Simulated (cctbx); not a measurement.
## ErMnTe2: solution and refinement

Cell a = 4.1620 Å, b = 4.1620 Å, c = 22.8320 Å, α = 90.00°, β = 90.00°, γ = 120.00°; space group R-3m (no. 166); content Er3 Te6 Mn3.

The data are simulated with cctbx, not measured: Cu Kα, λ = 1.54184 Å, to d = 0.83 Å, 80 % of the full sphere, strongest reflection 70000 counts, noise from counting, a 4 % proportional error and a noise floor of 2 counts (s.d.); no absorption, and some extinction, which the refinements don't model.

1 earlier start (other random phases, and plain and normalised amplitudes in turn) led nowhere (symmetry correlation 0.91).

Charge flipping in P1 on plain amplitudes to 0.83 Å, δ = 1.2 σ, 20 % of the reflections treated as weak, 600 cycles:

```text
cycle      R  skewness
    0  0.505     0.28
   50  0.300     3.83
  100  0.336     3.83
  150  0.298     3.68
  200  0.319     3.64
  250  0.308     3.55
  300  0.282     3.39
  350  0.322     3.39
  400  0.313     3.58
  450  0.319     3.52
  500  0.320     3.42
  550  0.324     3.69
origin shift          correlation  skewness
 0.191  0.493  0.285      0.912      7.73
 0.189  0.495  0.413      0.906      6.83
 0.192  0.493  0.154      0.899      7.43
 0.192  0.491  0.024      0.880      5.46
taken: symmetry correlation 0.912, skewness 7.73
peak      x       y       z  mult  height/sigma
Q1    0.0000  0.0000  0.0000    3     18.9
Q2    0.0000  0.0000  0.2623    6     13.1
Q3    0.0000  0.0000  0.5000    3      4.2
Q4    0.0000  0.0000  0.1483    6      1.3
Q5    0.0000  0.0000  0.6877    6      1.2
Q6    0.0164  0.5082  0.2557   18      1.0
Q7    0.0708  0.5354  0.4821   18      0.8
Q8    0.0242  0.2848  0.2806   36      0.8
```

The origin is taken among those within 0.04 of the best correlation, by the skewness of the map.

It took 0.37 s on 1 thread of Arm Neoverse V2, with other jobs on the host, peak memory 0.08 GiB.

Q: Assign the peaks.

Heights go roughly as Z and multiplicities must add up to the content. First model: Q1 = Er1 (3 in the cell, height 18.9), Q2 = Te1 (6 in the cell, height 13.1) and Q3 = Mn1 (3 in the cell, height 4.2). Against the true structure, Q1 is Er, Q2 is Te and Q3 is Mn; the other peaks are not atoms.

Least squares on F², isotropic:

```text
Rint 0.029, 102 unique reflections to 0.84 A
cycle     R1     wR2    GooF  max shift (A)
   1  0.1246  0.2615  13.563   0.00797
   2  0.0143  0.0336   1.741   0.00000
final R1 0.0143 wR2 0.0336 GooF 1.741  parameters 4  data/parameter 25.5
atom        x        y        z      Ueq    occ   su(xyz)  su(Uiso or U11)
Er1    0.00000  0.00000  0.00000   0.0021  1.000  0.00000  0.0003
Te1    0.00000  0.00000  0.26265   0.0018  1.000  0.00002  0.0002
Mn1    0.00000  0.00000  0.50000   0.0036  1.000  0.00000  0.0003
difference map: max 0.39 min -2.04 rms 0.26
Q1    0.0940  0.1881  0.9161   18    0.41  1.75 A from Te1
Q2    0.0322  0.5161  0.2724   18    0.37  1.92 A from Er1
Q3    0.0000  0.0000  0.2997    6    0.35  0.85 A from Te1
Q4    0.0000  0.0000  0.4147    6    0.32  1.95 A from Mn1
Q5    0.0785  0.5392  0.1533   18    0.32  0.97 A from Mn1
```

Anisotropic refinement:

```text
Rint 0.029, 102 unique reflections to 0.84 A
cycle     R1     wR2    GooF  max shift (A)
   1  0.0165  0.0409   2.157   0.00030
   2  0.0122  0.0282   1.486   0.00000
final R1 0.0122 wR2 0.0282 GooF 1.486  parameters 7  data/parameter 14.6
atom        x        y        z      Ueq    occ   su(xyz)  su(Uiso or U11)
Er1    0.00000  0.00000  0.00000   0.0022  1.000  0.00000  0.0003
Te1    0.00000  0.00000  0.26266   0.0019  1.000  0.00001  0.0002
Mn1    0.00000  0.00000  0.50000   0.0036  1.000  0.00000  0.0004
difference map: max 0.36 min -1.91 rms 0.24
Q1    0.0477  0.5238  0.2706   18    0.38  1.99 A from Er1
Q2    0.0950  0.1900  0.9160   18    0.37  1.74 A from Te1
Q3    0.0000  0.0000  0.3168    6    0.36  1.24 A from Te1
Q4    0.0000  0.0000  0.0599    6    0.30  1.37 A from Er1
Q5    0.0000  0.0000  0.4175    6    0.29  1.88 A from Mn1
Q6    0.0000  0.5000  0.0000    9    0.28  2.01 A from Te1
```

**Reading.** The refinement ends at R1 = 0.0122, wR2 = 0.0282, GooF = 1.49, with difference density between -1.91 and 0.36 e/Å³. Every site matches the true model in element, within 0.001 Å r.m.s., up to an allowed shift of origin.

True model:

| atom | mult. | x | y | z | Ueq (Å²) |
| --- | --- | --- | --- | --- | --- |
| Er1 | 3 | 0 | 0 | 0 | 0.0029 |
| Te1 | 6 | 0 | 0 | 0.2626 | 0.0027 |
| Mn1 | 3 | 1/3 | 2/3 | 1/6 | 0.0044 |

The model was made for the exercise: a known structure type with other elements put in, its volume estimated, not relaxed; displacement parameters are assumed.

[Middle refinement cycles are left out of these outputs.]

[Logs are printed without paths, hosts, clocks, repeated set-up lines and the standing remarks that a program may print on its own settings, such as how far it seeks lower states.]
